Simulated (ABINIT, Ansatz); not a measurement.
# BiSb (Pm-3m): phonons by linear response, part 2 of 3

Aim: the phonon dispersion of BiSb (Pm-3m), checked by a second program.

ABINIT 10.8.3; DFT LDA, scalar-relativistic, plane waves, HGH norm-conserving pseudopotentials.

So far. Step 2 (Relaxing the cell and atoms): The volume changes by +0.7 % from the cell with which this run began. Step 4 (Linear response at Γ): The acoustic modes at Γ come out as far as 0.6 cm⁻¹ from zero, where they should vanish, a small numerical error. The relaxed cell has a = 3.809 Å (conventional setting).

The structure was built from a prototype and need not be the compound's stable phase.

## 5. Linear response on the mesh

Linear response treats each wavevector of the 2×2×2 mesh in the unit cell; the first-order potentials are kept for the electron-phonon matrix elements.

Input file dfpt_q.abi:

```
ndtset 3

# wavevectors
qpt1 0.5 0.0 0.0
qpt2 0.5 0.5 0.0
qpt3 0.5 0.5 0.5

# displacements
getwfk_filepath "gso_WFK"
getwfq_filepath "gso_WFK"
kptopt 3
nqpt 1
rfphon 1
rfatpol 1 2
rfdir 1 1 1
tolvrs 1.0d-10
prtwf 0
prtpot 1

# basis, mesh and filling
ecut 20.0
ixc 7
ngkpt 10 10 10
nshiftk 1
shiftk 0.0 0.0 0.0
istwfk *1
occopt 7
tsmear 0.01
nband 11
nstep 100
diemac 1000000.0
prtebands 0
prtgsr 0
useylm 1

# cell and atoms
acell 3*1.0 Angstrom
rprim 
    3.809444733 0.0 0.0
    0.0 3.809444733 0.0
    0.0 0.0 3.809444733
ntypat 2
znucl 83 51
natom 2
typat 1 2
xred 
    0.0 0.0 0.0
    0.5 0.5 0.5
pp_dirpath "./pseudo"
pseudos "Bi.hgh, Sb.hgh"
```

Command:

```sh
$ OMP_NUM_THREADS=1 mpirun -n 4 abinit dfpt_q.abi > dfpt_q.log
```

Numbers of over 12 decimals in the logs are rounded to 6 here.

dfpt_q.abo, the main output file:

```text
[banners, grids, parts of the stress and lines that vanish by symmetry left out]
- input  file    -> dfpt_q.abi
- output file    -> dfpt_q.abo
- root for input  files -> dfpt_qi
[...]
DATASET    1 : space group Pm -3 m (#221); Bravais cP (primitive cubic)
[...]
nfft =       27000          nkpt =        1000
[...]
DATASET    2 : space group Pm -3 m (#221); Bravais cP (primitive cubic)
[...]
nfft =       27000          nkpt =        1000
[...]
DATASET    3 : space group Pm -3 m (#221); Bravais cP (primitive cubic)
[...]
nfft =       27000          nkpt =        1000
[...]
== DATASET  1 ==================================================================
[...]
cutoff_energies: {ecut:  20.0, pawecutdg:  -1.0, }
[...]
Exchange-correlation functional for the present dataset will be:
  LDA: Perdew-Wang 92 LSD fit to Ceperley-Alder data - ixc=7
[...]
Perturbation : displacement of atom   1   along direction   1
[...]
-ETOT  1   1849.0764811863      1.709E+03 1.393E+02 9.664E+06
 ETOT  2   190.24522881104     -1.659E+03 5.431E+01 8.456E+05
 ETOT  3   5.321278     -1.849E+02 7.755E+00 1.761E+04
 ETOT  4   2.094951     -3.226E+00 3.124E+00 4.480E+01
 ETOT  5   2.086346     -8.605E-03 1.689E+00 2.472E-03
[...]
At SCF step   10       vres2   =  1.47E-11 < tolvrs=  1.00E-10 =>converged.
[...]
Perturbation : displacement of atom   1   along direction   2
[...]
-ETOT  1   8.139780     -8.122E+01 1.321E+00 1.297E+04
[...]
At SCF step    9       vres2   =  5.31E-13 < tolvrs=  1.00E-10 =>converged.
[...]
Perturbation : displacement of atom   2   along direction   1
[...]
-ETOT  1   1638.0308188861      1.482E+03 1.522E+02 8.690E+06
[...]
At SCF step   10       vres2   =  7.61E-12 < tolvrs=  1.00E-10 =>converged.
[...]
Perturbation : displacement of atom   2   along direction   2
[...]
-ETOT  1   11.143719144467     -9.415E+01 1.337E+01 1.699E+04
[...]
At SCF step    9       vres2   =  9.17E-12 < tolvrs=  1.00E-10 =>converged.
[...]
Phonon wavevector (reduced coordinates) :  0.50000  0.00000  0.00000
 Phonon energies in Hartree :
[...]
Phonon frequencies in cm-1    :
-  3.487317E+01  3.487317E+01  4.799451E+01  4.799451E+01  7.134836E+01
-  9.126439E+01
[...]
== DATASET  2 ==================================================================
[...]
cutoff_energies: {ecut:  20.0, pawecutdg:  -1.0, }
[...]
Exchange-correlation functional for the present dataset will be:
  LDA: Perdew-Wang 92 LSD fit to Ceperley-Alder data - ixc=7
[...]
Perturbation : displacement of atom   1   along direction   1
[...]
-ETOT  1   161.66562827803      4.619E+01 5.141E+00 4.969E+05
[...]
Perturbation : displacement of atom   1   along direction   3
[...]
-ETOT  1   4.146349     -8.345E+01 1.301E+00 7.654E+03
[...]
Perturbation : displacement of atom   2   along direction   1
[...]
-ETOT  1   178.85458085297      4.744E+01 6.292E+00 5.449E+05
[...]
Perturbation : displacement of atom   2   along direction   3
[...]
-ETOT  1   6.404348     -9.712E+01 3.669E+00 1.025E+04
[...]
Phonon wavevector (reduced coordinates) :  0.50000  0.50000  0.00000
 Phonon energies in Hartree :
[...]
Phonon frequencies in cm-1    :
- -4.939328E+01 -4.038326E+01  2.556614E+01  2.556614E+01  6.608753E+01
-  6.608753E+01
[...]
== DATASET  3 ==================================================================
[...]
cutoff_energies: {ecut:  20.0, pawecutdg:  -1.0, }
[...]
Exchange-correlation functional for the present dataset will be:
  LDA: Perdew-Wang 92 LSD fit to Ceperley-Alder data - ixc=7
[...]
Perturbation : displacement of atom   1   along direction   1
[...]
-ETOT  1   49.710134726179     -5.647E+01 7.599E+00 1.117E+05
[...]
At SCF step    8       vres2   =  3.82E-11 < tolvrs=  1.00E-10 =>converged.
[...]
Perturbation : displacement of atom   2   along direction   1
[...]
-ETOT  1   60.327089652020     -6.179E+01 1.084E+01 1.335E+05
[...]
ETOT  7   2.037556     -1.215E-10 3.277E+00 1.511E-09
 ETOT  8   2.037556      8.953E-13 2.750E-01 3.064E-11
 At SCF step    8       vres2   =  3.06E-11 < tolvrs=  1.00E-10 =>converged.
[...]
Phonon wavevector (reduced coordinates) :  0.50000  0.50000  0.50000
 Phonon energies in Hartree :
[...]
Phonon frequencies in cm-1    :
-  7.228856E+01  7.228856E+01  7.228856E+01  9.237590E+01  9.237590E+01
-  9.237590E+01
[...]
strten2     0.0000000000E+00  0.0000000000E+00  0.0000000000E+00
           strten3     0.0000000000E+00  0.0000000000E+00  0.0000000000E+00
================================================================================
```

It took 4.7 min on 4 MPI ranks of Intel Xeon 6975P-C (Granite Rapids), shared host; 19 min of CPU time.

Numbers from this step:

* lowest mode on the q mesh (acoustic ones at the zone centre apart): -49.39 cm⁻¹

Frequencies (cm⁻¹) before the sum rule at the irreducible wavevectors but Γ, which is solved apart; negative means imaginary. Frequencies by wavevector:

| q (fractions) | star | mode 1 | mode 2 | mode 3 | mode 4 | mode 5 | mode 6 |
| --- | --- | --- | --- | --- | --- | --- | --- |
| 0.5 0 0 | 3 | 34.87 | 34.87 | 47.99 | 47.99 | 71.35 | 91.26 |
| 0.5 0.5 0 | 3 | -49.39 | -40.38 | 25.57 | 25.57 | 66.09 | 66.09 |
| 0.5 0.5 0.5 | 1 | 72.29 | 72.29 | 72.29 | 92.38 | 92.38 | 92.38 |

## 6. Dispersion

anaddb transforms the dynamical matrices to force constants and back along the path; points of the mesh come back as solved, but for the sum rule and, in polar crystals, the LO-TO term at Γ; the rest is interpolation.

Input file anaddb.abi:

```
ddb_filepath "all_DDB"
output_file "anaddb.abo"
outdata_prefix "anaddb"
ifcflag 1
ngqpt 2 2 2
nqshft 1
q1shft 0.0 0.0 0.0
asr 1
chneut 0
dipdip 0
dipquad 0
quadquad 0
enunit 0
eivec 0
nph1l 62
qph1l 
    0.0 0.0 0.0 1.0
    0.0 0.05 0.0 1.0
    0.0 0.1 0.0 1.0
    0.0 0.15 0.0 1.0
    0.0 0.2 0.0 1.0
    0.0 0.25 0.0 1.0
    0.0 0.3 0.0 1.0
    0.0 0.35 0.0 1.0
    0.0 0.4 0.0 1.0
    0.0 0.45 0.0 1.0
    0.0 0.5 0.0 1.0
    0.05 0.5 0.0 1.0
    0.1 0.5 0.0 1.0
    0.15 0.5 0.0 1.0
    0.2 0.5 0.0 1.0
    0.25 0.5 0.0 1.0
    0.3 0.5 0.0 1.0
    0.35 0.5 0.0 1.0
    0.4 0.5 0.0 1.0
    0.45 0.5 0.0 1.0
    0.5 0.5 0.0 1.0
    0.45 0.45 0.0 1.0
    0.4 0.4 0.0 1.0
    0.35 0.35 0.0 1.0
    0.3 0.3 0.0 1.0
    0.25 0.25 0.0 1.0
    0.2 0.2 0.0 1.0
    0.15 0.15 0.0 1.0
    0.1 0.1 0.0 1.0
    0.05 0.05 0.0 1.0
    0.0 0.0 0.0 1.0
    0.05 0.05 0.05 1.0
    0.1 0.1 0.1 1.0
    0.15 0.15 0.15 1.0
    0.2 0.2 0.2 1.0
    0.25 0.25 0.25 1.0
    0.3 0.3 0.3 1.0
    0.35 0.35 0.35 1.0
    0.4 0.4 0.4 1.0
    0.45 0.45 0.45 1.0
    0.5 0.5 0.5 1.0
    0.45 0.5 0.45 1.0
    0.4 0.5 0.4 1.0
    0.35 0.5 0.35 1.0
    0.3 0.5 0.3 1.0
    0.25 0.5 0.25 1.0
    0.2 0.5 0.2 1.0
    0.15 0.5 0.15 1.0
    0.1 0.5 0.1 1.0
    0.05 0.5 0.05 1.0
    0.0 0.5 0.0 1.0
    0.5 0.5 0.5 1.0
    0.5 0.5 0.45 1.0
    0.5 0.5 0.4 1.0
    0.5 0.5 0.35 1.0
    0.5 0.5 0.3 1.0
    0.5 0.5 0.25 1.0
    0.5 0.5 0.2 1.0
    0.5 0.5 0.15 1.0
    0.5 0.5 0.1 1.0
    0.5 0.5 0.05 1.0
    0.5 0.5 0.0 1.0
```

Input file mrgddb.in:

```
all_DDB
merged
4
dfpt_gammao_DDB
dfpt_qo_DS1_DDB
dfpt_qo_DS2_DDB
dfpt_qo_DS3_DDB
```

Command:

```sh
$ mrgddb < mrgddb.in > mrgddb.log
$ OMP_NUM_THREADS=1 anaddb anaddb.abi > anaddb.log
```

anaddb.abo, the main output file:

```text
[banners, grids, parts of the stress and lines that vanish by symmetry left out]
-outvars_anaddb: echo values of input variables ----------------------

 Flags :
[...]
Phonon wavevector (reduced coordinates) :  0.00000  0.00000  0.00000
 Phonon energies in Hartree :
[...]
Phonon frequencies in cm-1    :
-  0.000000E+00  0.000000E+00  0.000000E+00  3.694057E+01  3.694057E+01
-  3.694057E+01
[...]
Phonon wavevector (reduced coordinates) :  0.00000  0.05000  0.00000
 Phonon energies in Hartree :
[...]
Phonon frequencies in cm-1    :
-  5.634164E+00  5.634164E+00  1.204451E+01  3.722348E+01  3.722348E+01
-  3.891703E+01
[...]
Phonon wavevector (reduced coordinates) :  0.00000  0.10000  0.00000
 Phonon energies in Hartree :
[...]
Phonon frequencies in cm-1    :
-  1.111019E+01  1.111019E+01  2.358054E+01  3.803826E+01  3.803826E+01
-  4.426833E+01
[...]
Phonon wavevector (reduced coordinates) :  0.00000  0.15000  0.00000
 Phonon energies in Hartree :
[...]
Phonon frequencies in cm-1    :
-  1.627530E+01  1.627530E+01  3.418874E+01  3.929104E+01  3.929104E+01
-  5.177160E+01
[...]
Phonon wavevector (reduced coordinates) :  0.00000  0.20000  0.00000
 Phonon energies in Hartree :
[...]
Phonon frequencies in cm-1    :
-  2.098825E+01  2.098825E+01  4.084693E+01  4.084693E+01  4.362485E+01
-  6.021856E+01
[...]
Phonon wavevector (reduced coordinates) :  0.00000  0.25000  0.00000
 Phonon energies in Hartree :
[...]
Phonon frequencies in cm-1    :
-  2.512676E+01  2.512676E+01  4.255019E+01  4.255019E+01  5.179726E+01
-  6.862215E+01
  Phonon wavevector (reduced coordinates) :  0.00000  0.30000  0.00000
 Phonon energies in Hartree :
[...]
Phonon frequencies in cm-1    :
-  2.859500E+01  2.859500E+01  4.423904E+01  4.423904E+01  5.865329E+01
-  7.625156E+01
  Phonon wavevector (reduced coordinates) :  0.00000  0.35000  0.00000
 Phonon energies in Hartree :
[...]
Phonon frequencies in cm-1    :
-  3.132837E+01  3.132837E+01  4.575595E+01  4.575595E+01  6.411814E+01
-  8.260512E+01
  Phonon wavevector (reduced coordinates) :  0.00000  0.40000  0.00000
 Phonon energies in Hartree :
[...]
Phonon frequencies in cm-1    :
-  3.329180E+01  3.329180E+01  4.695802E+01  4.695802E+01  6.810314E+01
-  8.735070E+01
  Phonon wavevector (reduced coordinates) :  0.00000  0.45000  0.00000
 Phonon energies in Hartree :
[...]
Phonon frequencies in cm-1    :
-  3.447159E+01  3.447159E+01  4.772969E+01  4.772969E+01  7.052942E+01
-  9.027683E+01
  Phonon wavevector (reduced coordinates) :  0.00000  0.50000  0.00000
 Phonon energies in Hartree :
[...]
Phonon frequencies in cm-1    :
-  3.486487E+01  3.486487E+01  4.799563E+01  4.799563E+01  7.134430E+01
-  9.126498E+01
  Phonon wavevector (reduced coordinates) :  0.05000  0.50000  0.00000
 Phonon energies in Hartree :
[...]
Phonon frequencies in cm-1    :
-  3.385098E+01  3.495296E+01  4.677079E+01  4.791179E+01  7.099282E+01
-  9.062247E+01
  Phonon wavevector (reduced coordinates) :  0.10000  0.50000  0.00000
 Phonon energies in Hartree :
[...]
Phonon frequencies in cm-1    :
-  3.071970E+01  3.517226E+01  4.301916E+01  4.757993E+01  7.002250E+01
-  8.874543E+01
  Phonon wavevector (reduced coordinates) :  0.15000  0.50000  0.00000
 Phonon energies in Hartree :
[...]
Phonon frequencies in cm-1    :
-  2.507553E+01  3.539064E+01  3.641398E+01  4.676498E+01  6.868449E+01
-  8.578986E+01
[...]
Phonon wavevector (reduced coordinates) :  0.40000  0.50000  0.40000
 Phonon energies in Hartree :
[...]
Phonon frequencies in cm-1    :
-  6.445815E+01  6.564973E+01  6.668558E+01  8.402696E+01  8.523258E+01
-  8.803393E+01
  Phonon wavevector (reduced coordinates) :  0.35000  0.50000  0.35000
 Phonon energies in Hartree :
[...]
Phonon frequencies in cm-1    :
-  5.579013E+01  5.822605E+01  6.016851E+01  7.474031E+01  7.810291E+01
-  8.383394E+01
  Phonon wavevector (reduced coordinates) :  0.30000  0.50000  0.30000
 Phonon energies in Hartree :
[...]
Phonon frequencies in cm-1    :
-  4.575930E+01  4.945946E+01  5.195785E+01  6.389410E+01  7.135949E+01
-  8.005802E+01
  Phonon wavevector (reduced coordinates) :  0.25000  0.50000  0.25000
 Phonon energies in Hartree :
[...]
Phonon frequencies in cm-1    :
-  3.649519E+01  4.098309E+01  4.382081E+01  5.363976E+01  6.701000E+01
-  7.822492E+01
  Phonon wavevector (reduced coordinates) :  0.20000  0.50000  0.20000
 Phonon energies in Hartree :
[...]
Phonon frequencies in cm-1    :
-  3.051925E+01  3.474529E+01  3.886059E+01  4.644709E+01  6.568708E+01
-  7.918142E+01
  Phonon wavevector (reduced coordinates) :  0.15000  0.50000  0.15000
 Phonon energies in Hartree :
[...]
Phonon frequencies in cm-1    :
-  2.930019E+01  3.214885E+01  3.905049E+01  4.386696E+01  6.673972E+01
-  8.249525E+01
[...]
Phonon wavevector (reduced coordinates) :  0.50000  0.50000  0.05000
 Phonon energies in Hartree :
[...]
Phonon frequencies in cm-1    :
- -4.659464E+01 -3.825699E+01  2.778586E+01  2.778586E+01  6.680188E+01
-  6.680188E+01
  Phonon wavevector (reduced coordinates) :  0.50000  0.50000  0.00000
 Phonon energies in Hartree :
[...]
Phonon frequencies in cm-1    :
- -4.939220E+01 -4.039043E+01  2.555936E+01  2.555936E+01  6.608659E+01
-  6.608659E+01
-
```

Wall time 0.68 s (1 thread).

Numbers from this step:

```yaml
lowest_frequency_on_the_path: -49.39 cm⁻¹
```

Anaddb. The phonon branches at the labelled points (cm⁻¹):

| point | branch 1 | branch 2 | branch 3 | branch 4 | branch 5 | branch 6 |
| --- | --- | --- | --- | --- | --- | --- |
| Γ | 0 | 0 | 0 | 37 | 37 | 37 |
| halfway | 25 | 25 | 43 | 43 | 52 | 69 |
| X | 35 | 35 | 48 | 48 | 71 | 91 |
| halfway | -14 | -8 | 35 | 42 | 66 | 78 |
| M | -49 | -40 | 26 | 26 | 66 | 66 |
| halfway | 12 | 31 | 39 | 45 | 62 | 66 |
| Γ | 0 | 0 | 0 | 37 | 37 | 37 |
| halfway | 37 | 39 | 39 | 61 | 61 | 62 |
| R | 72 | 72 | 72 | 92 | 92 | 92 |
| halfway | 36 | 41 | 44 | 54 | 67 | 78 |
| X | 35 | 35 | 48 | 48 | 71 | 91 |
| jump to R | 72 | 72 | 72 | 92 | 92 | 92 |
| halfway | 42 | 55 | 55 | 55 | 80 | 80 |
| M | -49 | -40 | 26 | 26 | 66 | 66 |

The phonon branches as a text plot (rows in cm⁻¹):

```
     89 |      ***                           *****     *****
     84 |     *   **                        *    **   *     *
     78 |    *                             *      ****     * *
     72 |      ***  **                     * ****  *   **** * **
     66 |   * *   ************           ** *    * ****    *    *
     60 |    *               **        **   *     *        **
     54 |  **                 **     ***   *      ***       **
     48 |     *****            **   ***  ***       * *  **
     42 | ****     *       **** ** **    **         * **     **
     36 |***   *******   *********** ****           *** **     *
     30 |    **      ** **   * **   ***              ***        *
     24 | * *     **   **       *   *
     19 |  *               ** **   *
     13 |**        *         *  ** *
      7 |*                       *
      1 |                         *
     -5 |
    -11 |                                                     *
    -17 |                  **                                 *
    -23 |           *     *
    -29 |           *     *                                    *
    -35 |            **  *                                     *
    -41 |            * ***                                      *
    -46 |             ***                                       *
         Γ      X      M          Γ            R        X|R     M
```

The path dips to 49i cm⁻¹.

## 7. Sums over the zone

Sums over the zone need many more wavevectors than were solved, so the interpolation is sampled on a dense mesh.

Input file anaddb.abi:

```
ddb_filepath "all_DDB"
output_file "anaddb.abo"
outdata_prefix "anaddb"
ifcflag 1
ngqpt 2 2 2
nqshft 1
q1shft 0.0 0.0 0.0
asr 1
chneut 0
dipdip 0
dipquad 0
quadquad 0
prtdos 2
ng2qpt 12 12 12
dosdeltae 4.5563e-06
ntemper 11
temperinc 100.0
tempermin 0.0
```

Command:

```sh
$ OMP_NUM_THREADS=1 anaddb anaddb.abi > anaddb.log
```

anaddb.abo, the main output file:

```text
-outvars_anaddb: echo values of input variables ----------------------

 Flags :
     ifcflag         1
 Miscellaneous information :
         asr         1
      chneut         0
 Interatomic Force Constants Inputs :
      dipdip         0
     dipquad         0
    quadquad         0
      ifcana         0
      ifcout         0
 Description of grid 1 :
        brav         1
       ngqpt         2         2         2
      nqshft         1
      q1shft
                     0.00000000E+00  0.00000000E+00  0.00000000E+00
 Phonon DOS information :
   dosdeltae  4.55630000E-06
    dossmear  4.55633525E-06
 Description of grid 2 (Fourier interp. or BZ sampling):
      ng2qpt        12        12        12
      ngrids         4
      q2shft         0.00000000E+00  0.00000000E+00  0.00000000E+00

================================================================================

 read the DDB information and perform some checks

  ==== Info on the Cryst% object ====
 Real(R)+Recip(G) space primitive vectors, cartesian coordinates (Bohr,Bohr^-1):
 R(1)=  7.1988072  0.0000000  0.0000000  G(1)=  0.1389119  0.0000000  0.0000000
 R(2)=  0.0000000  7.1988072  0.0000000  G(2)=  0.0000000  0.1389119  0.0000000
 R(3)=  0.0000000  0.0000000  7.1988072  G(3)=  0.0000000  0.0000000  0.1389119
 Unit cell volume ucvol=  3.7306253E+02 bohr^3
 Angles (23,13,12)=  9.00000000E+01  9.00000000E+01  9.00000000E+01 degrees
 Time-reversal symmetry is present
 Reduced atomic positions [iatom, xred, symbol]:
    1)    0.0000000  0.0000000  0.0000000  Bi
    2)    0.5000000  0.5000000  0.5000000  Sb

 DDB file with 4 blocks has been read.

================================================================================

 Calculation of the interatomic forces

       Homogeneous q point set in the B.Z.
 Grid q points  :        8
  1)   0.00000000E+00  0.00000000E+00  0.00000000E+00
  2)   5.00000000E-01  0.00000000E+00  0.00000000E+00
  3)   0.00000000E+00  5.00000000E-01  0.00000000E+00
  4)   5.00000000E-01  5.00000000E-01  0.00000000E+00
  5)   0.00000000E+00  0.00000000E+00  5.00000000E-01
  6)   5.00000000E-01  0.00000000E+00  5.00000000E-01
  7)   0.00000000E+00  5.00000000E-01  5.00000000E-01
  8)   5.00000000E-01  5.00000000E-01  5.00000000E-01

 The interatomic forces have been obtained

================================================================================

 Calculation of phonon density of states

 Average speed of sound partial sums:     0.7450510018E-03 (at units)
-                                   =           1.6299 [km/s]

 Debye frequency from partial sums:     0.4034060889E-03 (Ha)
-                                 =     0.2654284557E+01 (THz)
-Debye temperature from partial sums:     0.1273855677E+03 (K)

 Average speed of sound:     0.5345465211E-04 (at units)
-                      =           0.1169 [km/s]

 Debye frequency from DOS:     0.2894289396E-04 (Ha)
-                        =     0.1904350940E+00 (THz)
-Debye temperature from DOS:     0.9139443059E+01 (K)

-
```

The job ended after 0.68 s (1 thread).

This step gave:

```
share of modes beyond 3i cm⁻¹ on the dense interpolated mesh : 0.0447
```

The phonon density of states has structure finer than the step of the table below, so its rows give means over 5 cm⁻¹, whole bins alone (the curve runs from -79.4 to 123 cm⁻¹). Peaks (cm⁻¹: height): 33.6: 0.164, 38.6: 0.210, 45.6: 0.244, 66.6: 0.178.

Tetrahedra. Phonon density of states against wavenumber; means over each step:

| wavenumber (cm⁻¹) | phonon density of states (1/cm⁻¹/cell) |
| --- | --- |
| -55 | 0 |
| -50 | 4.3e-5 |
| -45 | 0.00134 |
| -40 | 0.00330 |
| -35 | 0.00662 |
| -30 | 0.00796 |
| -25 | 0.00723 |
| -20 | 0.00645 |
| -15 | 0.00666 |
| -10 | 0.00714 |
| -5 | 0.00777 |
| 0 | 0.00854 |
| 5 | 0.00968 |
| 10 | 0.0123 |
| 15 | 0.0183 |
| 20 | 0.0346 |
| 25 | 0.0587 |
| 30 | 0.0820 |
| 35 | 0.128 |
| 40 | 0.135 |
| 45 | 0.145 |
| 50 | 0.0588 |
| 55 | 0.0497 |
| 60 | 0.0520 |
| 65 | 0.114 |
| 70 | 0.0976 |
| 75 | 0.0719 |
| 80 | 0.0445 |
| 85 | 0.0227 |
| 90 | 0.00615 |
| 95 | 5.8e-6 |

(Continued in part 3 of 3.)

[Host names and launcher messages were left out of these logs when they were recorded.]

[Logs are printed without paths, hosts, clocks, repeated set-up lines and the standing remarks that a program may print on its own settings, such as how far it seeks lower states.]

[Hosts, paths, dates, database ids (printed as entryN), source tags and the programs' standing remarks are cut or masked in the printed files.]
